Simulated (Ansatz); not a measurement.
# How Rh(110) screens a field, part 2 of 2

Aim: image plane and induced charge of Rh(110).

Ansatz 0.2.0; plane-wave DFT, PBE, Ansatz PAW.

So far. Step 7 (Atoms held, field 0.2 V/Å): The dipole is 0.156 e·Å. Step 8 (Single point, field -0.2 V/Å): The dipole is -0.156 e·Å.

### Step 9. Single point, field 0.4 V/Å

input.yaml

```yaml
crystal:
  lattice:
    - [3.8, 0.0, 0.0]
    - [0.0, 2.6870057685, 0.0]
    - [0.0, 0.0, 28.748023074]
  atoms:
    - { symbol: Rh, position: [0.0, 0.0, 0.3130650054] }
    - { symbol: Rh, position: [0.5, 0.5, 0.3597987541] }
    - { symbol: Rh, position: [0.0, 0.0, 0.4065325027] }
    - { symbol: Rh, position: [0.5, 0.5, 0.4532662514] }
    - { symbol: Rh, position: [0.0, 0.0, 0.5] }
    - { symbol: Rh, position: [0.5, 0.5, 0.5467337486] }
    - { symbol: Rh, position: [0.0, 0.0, 0.5934674973] }
    - { symbol: Rh, position: [0.5, 0.5, 0.6402012459] }
    - { symbol: Rh, position: [0.0, 0.0, 0.6869349946] }
kpoints:
  mp_grid: { grid: [14, 18, 1] }
hamiltonian:
  xc: pbe
scf:
  occupations: { method: fermi_dirac, width: 0.1 }
  convergence: { dr2_threshold: 1.0e-10 }
efield:
  axis: 3
  dipole_correction: true
  ramp_position: 0.97
  ramp_width: 0.06
  amplitude: 0.4
output:
  forces: true
  write_potential: true
  write_density: true
  volumetric_format: npy
  elf: true
```

Started as:

```sh
ansatz run input.yaml --threads 4 --pin off --max-ram 6144MiB --backend cpu --events-out ev --progress --plain --runs-dir out
```

Numbers of over 12 decimals in the logs are rounded to 6 here.

Output:

```text
[...]
Crystal: 9 atoms, lattice volume = 293.535 Å³
Basis set: ecut = 420 eV, 5769 PW (Γ), exchange–correlation on 54×36×400 points (8 copies of the dense FFT grid, shifted against one another)
Bands: 92, of which v1, the nominal top of the filled ones, is band 77 counted from 1 (76 counted from 0)
Symmetry: 4 space group operations
k-points: 80 of 252
[...]
k-point 0: bands = [... 73 lower, 5.9465, 6.1253, 6.1715, 6.3451, 6.5966, 6.7709, 6.8704, 7.1433, ... 11 higher]
  k-point 1: bands = [... 73 lower, 5.9036, 6.1272, 6.2274, 6.2971, 6.6535, 6.8162, 6.8198, 7.1145, ... 11 higher]
  k-point 2: bands = [... 73 lower, 5.9410, 6.2439, 6.2688, 6.2730, 6.6070, 6.7132, 6.8218, 7.0316, ... 11 higher]
  k-point 79: bands = [... 73 lower, 7.2358, 7.2455, 7.2463, 7.3550, 7.3649, 7.3810, 7.5669, 7.5958, ... 11 higher]
[key lines of the parts left out:]
SCF converged after 15 iterations
Free energy (F): -57623.090172 eV
Fermi energy:    6.748362 eV
Dipole field:    D = 0.192898 V/Å  (p = 0.312915 e·Å, saw-weighted, corrected)
```

Elapsed: 93 s, on 4 threads of Arm Neoverse V2, shared host; peak memory 1.7 GiB; 6.2 min of CPU time.

Running mean over 1.344 Å of the planar mean, with the applied field; the ramp of the sawtooth is left out. Table of electron's electrostatic potential energy less the Fermi level by z:

z (Å), electron's electrostatic potential energy less the Fermi level (eV) and a bar from the least value:
```
        4        3.3 ##########################
        5        3.7 ##########################
        6        4.0 ###########################
        7        4.1 ###########################
        8       -0.2 ####################
        9      -11.3 ###
       10      -12.9 
       11      -13.2 
       12      -13.2 
       13      -13.2 
       14      -13.2 
       15      -13.2 
       16      -13.2 
       17      -13.2 
       18      -13.2 
       19      -12.8 #
       20       -9.5 ######
       21        2.2 ########################
       22        4.8 ############################
       23        5.3 #############################
       24        5.7 #############################
       25        6.1 ##############################
```

The dipole is 0.313 e·Å.

### Step 10. The response

This step: plane-wave DFT, PBE, Ansatz PAW; screening of a field by a metal slab (Ansatz 0.2.0).

The dipoles give the slope, and the difference of two potentials shows where the field is screened.

Numbers from this step:

```
equivalent conductor thickness p/(ε₀AE)      : 13.85 Å
distance between the outer atoms             : 10.75 Å
inner field over outer field                 : 6.05e-5
image plane, upper face                      : 1.555 Å
induced electrons on the upper face over ε₀E : -0.9994
image plane, lower face                      : 1.555 Å
induced electrons on the lower face over ε₀E : 0.9994
```

Table of dipole of the cell by applied field:

| applied field (V/Å) | dipole of the cell (e·Å) |
| --- | --- |
| -0.200 | -0.156 |
| -0.100 | -0.0782 |
| -0.050 | -0.0391 |
| 0.000 | 0 |
| 0.050 | 0.0391 |
| 0.100 | 0.0782 |
| 0.200 | 0.156 |
| 0.400 | 0.313 |

Local field over the applied field, running mean. From the potentials at -0.05 and 0.05 V/Å; running mean over 1.344 Å. Local field over applied field against z:

| z (Å) | local field over applied field |
| --- | --- |
| 5 | 0.993 |
| 6 | 0.955 |
| 7 | 0.763 |
| 8 | 0.253 |
| 9 | -0.0168 |
| 10 | 1.8e-4 |
| 11 | 0.00266 |
| 12 | 0.00177 |
| 13 | -0.00213 |
| 14 | 5.4e-5 |
| 15 | -6.3e-4 |
| 16 | -0.00185 |
| 17 | 0.00242 |
| 18 | 0.00208 |
| 19 | -0.00447 |
| 20 | 1.9e-4 |
| 21 | 0.392 |
| 22 | 0.840 |
| 23 | 0.971 |
| 24 | 0.996 |

The induced electron density oscillates, so the rows of the table below give means over windows of 1 Å about each position, cut where the curve ends. Its maxima inside the range that stand out by 2 % of the span (Å: e/Å³ per V/Å): 7.9: 0.00416, 9.1: 2.9e-4, 10.6: 9.0e-5, 11.6: 1.8e-4, 17.4: 1.6e-4, 19.4: 5.4e-4, 20.0: 4.8e-4. Its minima: 8.8: -4.8e-4, 9.3: -5.4e-4, 11.4: -1.6e-4, 17.1: -1.8e-4, 18.1: -9.0e-5, 19.7: -2.9e-4, 20.8: -0.00416.

Electrons, planar mean, per unit field. The induced electron density by z; means over each step:

z (Å), induced electron density (e/Å³ per V/Å) and a bar from the least value:
```
        5    0.00007 ################
        6    0.00041 #################
        7    0.00189 ########################
        8    0.00330 ##############################
        9   -0.00013 ###############
       10   -0.00004 ###############
       11   -0.00002 ###############
       12    0.00005 ################
       13    0.00000 ################
       14    0.00000 ################
       15    0.00002 ################
       16   -0.00003 ###############
       17    0.00000 ################
       18   -0.00001 ################
       19    0.00013 ################
       20   -0.00045 ##############
       21   -0.00354 
       22   -0.00133 ##########
       23   -0.00026 ##############
       24   -0.00004 ###############
```

By hand: between -0.05 and 0.05 V/Å the dipole changes by 0.07816 e·Å, a slope of 0.7816 e·Å²/V. A perfect conductor of thickness t has p = ε₀AEt, so t = 180.95 × 0.7816 / 10.211 = 13.85 Å (e/ε₀ = 180.95 V·Å, A in Å²). Less the 10.75 Å between the outer atoms, and halved, that puts each image plane 1.55 Å out.

The induced dipole is that of a conductor 13.85 Å thick.

### Step 11. Varying the input: efield.ramp_width = 0.15

This step: plane-wave DFT, PBE, Ansatz PAW (Ansatz 0.2.0).

A run with a changed input: it repeats the earlier run at 0.05 V/Å with efield.ramp_width from 0.06 to 0.15.

Changes to input.yaml since step 9:

```diff
@@ -26,4 +26,4 @@
   ramp_position: 0.97
-  ramp_width: 0.06
-  amplitude: 0.4
+  ramp_width: 0.15
+  amplitude: 0.05
 output:
@@ -33,2 +33 @@
   volumetric_format: npy
-  elf: true
```

Output:

```text
[...]
Crystal: 9 atoms, lattice volume = 293.535 Å³
Basis set: ecut = 420 eV, 5769 PW (Γ), exchange–correlation on 54×36×400 points (8 copies of the dense FFT grid, shifted against one another)
Bands: 92, of which v1, the nominal top of the filled ones, is band 77 counted from 1 (76 counted from 0)
Symmetry: 4 space group operations
k-points: 80 of 252
[...]
SCF iter   1: F=—  HF=-57627.255394 eV  |F-HF|=—  |Δ(HF+E_count)|=         —  Δρ=6.94e-2  dr2=1.90e1  ethr=3.10e-3  p=0.038 e·Å  D=2.33e-2 V/Å  ΔV_dip=-0.67 eV  dr2_dipole=4.40e-3  V_vac-E_F(+/−)=6.07/5.55 eV  ⟨swp⟩=8.0  Hψ=30789  notcnv=0  defer=63
[...]
SCF iter  14: F=-57623.028593 eV  HF=-57623.028593 eV  |F-HF|=8.80e-10  |Δ(HF+E_count)|=  6.84e-10  Δρ=9.07e-8  dr2=3.91e-11  ethr=1.00e-12  p=0.039 e·Å  D=2.41e-2 V/Å  ΔV_dip=-0.69 eV  dr2_dipole=1.20e-14  V_vac-E_F(+/−)=4.93/4.42 eV  ⟨swp⟩=15.9  Hψ=45026  notcnv=0
SCF 1 converged in 14 iterations: F = -57623.028593 eV  dr2 = 3.91e-11
[...]
SCF converged after 14 iterations
Free energy (F): -57623.028593 eV
[...]
Internal energy: -57622.541303 eV  (E = F + TS)
E sigma→0 (E₀):  -57622.784948 eV
Entropy (-TS):   -0.487291 eV (-54.143 meV/atom)
Fermi energy:    6.725969 eV
Dipole field:    D = 0.024086 V/Å  (p = 0.039072 e·Å, saw-weighted, corrected)
Work function:   not extracted (applied field tilts the vacuum); planar V_es + V_field profile in the machine report
[...]
--- Forces (eV/Å), atoms counted from 1 ---
  atom   1  Rh     0.00000000     0.00000000     0.66133514
  atom   2  Rh     0.00000000     0.00000000    -0.68333548
  atom   3  Rh     0.00000000     0.00000000    -0.41031337
  atom   4  Rh     0.00000000     0.00000000     0.26580075
  atom   5  Rh     0.00000000     0.00000000    -0.00054445
  atom   6  Rh     0.00000000     0.00000000    -0.26645205
  atom   7  Rh     0.00000000     0.00000000     0.41494917
  atom   8  Rh     0.00000000     0.00000000     0.68189037
  atom   9  Rh     0.00000000     0.00000000    -0.66332895
  max |Σ_I F_I| component: 1.14e-6 eV/Å
--- Band table (eV; the first three rows and the last of 80) ---
  k-point 0: bands = [... 73 lower, 5.9241, 6.1027, 6.1513, 6.3227, 6.5743, 6.7492, 6.8480, 7.1209, ... 11 higher]
  k-point 1: bands = [... 73 lower, 5.8804, 6.1048, 6.2072, 6.2743, 6.6311, 6.7948, 6.7976, 7.0920, ... 11 higher]
  k-point 2: bands = [... 73 lower, 5.9186, 6.2219, 6.2464, 6.2511, 6.5845, 6.6911, 6.7997, 7.0091, ... 11 higher]
  k-point 79: bands = [... 73 lower, 7.2134, 7.2230, 7.2239, 7.3327, 7.3426, 7.3585, 7.5445, 7.5732, ... 11 higher]
```

Wall time 87 s (4 threads); peak memory 1.7 GiB.

Numbers from this step:

```
energy at zero smearing : -57622.7849 eV
dipole along the normal : 0.03907 e·Å
```

Force by atom:

| atom | x (eV/Å) | y (eV/Å) | z (eV/Å) | size |
| --- | --- | --- | --- | --- |
| Rh1 | 0.000 | 0.000 | 0.661 | 0.661 |
| Rh2 | 0.000 | 0.000 | -0.683 | 0.683 |
| Rh3 | 0.000 | 0.000 | -0.410 | 0.410 |
| Rh4 | 0.000 | 0.000 | 0.266 | 0.266 |
| Rh5 | 0.000 | 0.000 | -0.001 | 0.001 |
| Rh6 | 0.000 | 0.000 | -0.266 | 0.266 |
| Rh7 | 0.000 | 0.000 | 0.415 | 0.415 |
| Rh8 | 0.000 | 0.000 | 0.682 | 0.682 |
| Rh9 | 0.000 | 0.000 | -0.663 | 0.663 |

| quantity | this run | earlier run | difference |
| --- | --- | --- | --- |
| dipole along the normal (e·Å) | 0.03907 | 0.03908 | -8.8e-6 |

The dipole moves by under 0.5 % or 5e-5 e·Å.

### Step 12. A changed input: efield.ramp_width = 0.15

Another changed input: it repeats the earlier run at 0.05 V/Å with efield.ramp_width from 0.06 to 0.15.

input.yaml is that of step 11.

Output:

```text
[...]
Crystal: 9 atoms, lattice volume = 293.535 Å³
Basis set: ecut = 420 eV, 5769 PW (Γ), exchange–correlation on 54×36×400 points (8 copies of the dense FFT grid, shifted against one another)
Bands: 92, of which v1, the nominal top of the filled ones, is band 77 counted from 1 (76 counted from 0)
Symmetry: 4 space group operations
k-points: 80 of 252
[...]
SCF iter   1: F=—  HF=-57627.255394 eV  |F-HF|=—  |Δ(HF+E_count)|=         —  Δρ=6.94e-2  dr2=1.90e1  ethr=3.10e-3  p=0.038 e·Å  D=2.33e-2 V/Å  ΔV_dip=-0.67 eV  dr2_dipole=4.40e-3  V_vac-E_F(+/−)=6.07/5.55 eV  ⟨swp⟩=8.0  Hψ=30789  notcnv=0  defer=63
[...]
SCF iter  14: F=-57623.028593 eV  HF=-57623.028593 eV  |F-HF|=8.80e-10  |Δ(HF+E_count)|=  6.84e-10  Δρ=9.07e-8  dr2=3.91e-11  ethr=1.00e-12  p=0.039 e·Å  D=2.41e-2 V/Å  ΔV_dip=-0.69 eV  dr2_dipole=1.20e-14  V_vac-E_F(+/−)=4.93/4.42 eV  ⟨swp⟩=15.9  Hψ=45026  notcnv=0
SCF 1 converged in 14 iterations: F = -57623.028593 eV  dr2 = 3.91e-11
[...]
SCF converged after 14 iterations
Free energy (F): -57623.028593 eV
[...]
Internal energy: -57622.541303 eV  (E = F + TS)
E sigma→0 (E₀):  -57622.784948 eV
Entropy (-TS):   -0.487291 eV (-54.143 meV/atom)
Fermi energy:    6.725969 eV
Dipole field:    D = 0.024086 V/Å  (p = 0.039072 e·Å, saw-weighted, corrected)
Work function:   not extracted (applied field tilts the vacuum); planar V_es + V_field profile in the machine report
[...]
--- Forces (eV/Å), atoms counted from 1 ---
  atom   1  Rh     0.00000000     0.00000000     0.66133514
  atom   2  Rh     0.00000000     0.00000000    -0.68333548
  atom   3  Rh     0.00000000     0.00000000    -0.41031337
  atom   4  Rh     0.00000000     0.00000000     0.26580075
  atom   5  Rh     0.00000000     0.00000000    -0.00054445
  atom   6  Rh     0.00000000     0.00000000    -0.26645205
  atom   7  Rh     0.00000000     0.00000000     0.41494917
  atom   8  Rh     0.00000000     0.00000000     0.68189037
  atom   9  Rh     0.00000000     0.00000000    -0.66332895
  max |Σ_I F_I| component: 1.14e-6 eV/Å
--- Band table (eV; the first three rows and the last of 80) ---
  k-point 0: bands = [... 73 lower, 5.9241, 6.1027, 6.1513, 6.3227, 6.5743, 6.7492, 6.8480, 7.1209, ... 11 higher]
  k-point 1: bands = [... 73 lower, 5.8804, 6.1048, 6.2072, 6.2743, 6.6311, 6.7948, 6.7976, 7.0920, ... 11 higher]
  k-point 2: bands = [... 73 lower, 5.9186, 6.2219, 6.2464, 6.2511, 6.5845, 6.6911, 6.7997, 7.0091, ... 11 higher]
  k-point 79: bands = [... 73 lower, 7.2134, 7.2230, 7.2239, 7.3327, 7.3426, 7.3585, 7.5445, 7.5732, ... 11 higher]
```

Wall time 87 s (4 threads); peak memory 1.7 GiB.

Force by atom:

(Unchanged from step 11.)

| quantity | this run | earlier run | difference |
| --- | --- | --- | --- |
| dipole along the normal (e·Å) | 0.03907 | 0.03908 | -8.8e-6 |

The dipole moves by under 0.5 % or 5e-5 e·Å.

### Step 13. What came out

| Quantity | Value |
| --- | --- |
| work function | 4.62 eV |
| image plane, upper face | 1.55 Å |
| induced electrons on the upper face over ε₀E | -0.999 |
| equivalent conductor thickness p/(ε₀AE) | 13.9 Å |
| inner field over outer field | 6.1e-5 |

**Reading.** The induced charge has its centre 1.55 Å outside the outermost atoms; this is the plane from which a capacitor's gap or an image potential counts. The equivalent conductor thickness exceeds the distance between the outer atoms by 3.10 Å, about the sum of the two image-plane distances. In the middle of the slab the field is screened to under 0.5 % of its outer value. The atoms are held at bulk positions with the tabulated experimental lattice constant.

[Logs are printed without paths, hosts, clocks, repeated set-up lines and the standing remarks that a program may print on its own settings, such as how far it seeks lower states.]

[Hosts, paths, dates, database ids (printed as entryN), source tags and the programs' standing remarks are cut or masked in the printed files.]

[Maps of the electrostatic potential energy from Ansatz leave out the sawtooth potential of an applied field or a dipole correction, so their vacuum need not be flat; planar profiles and work functions include it.]
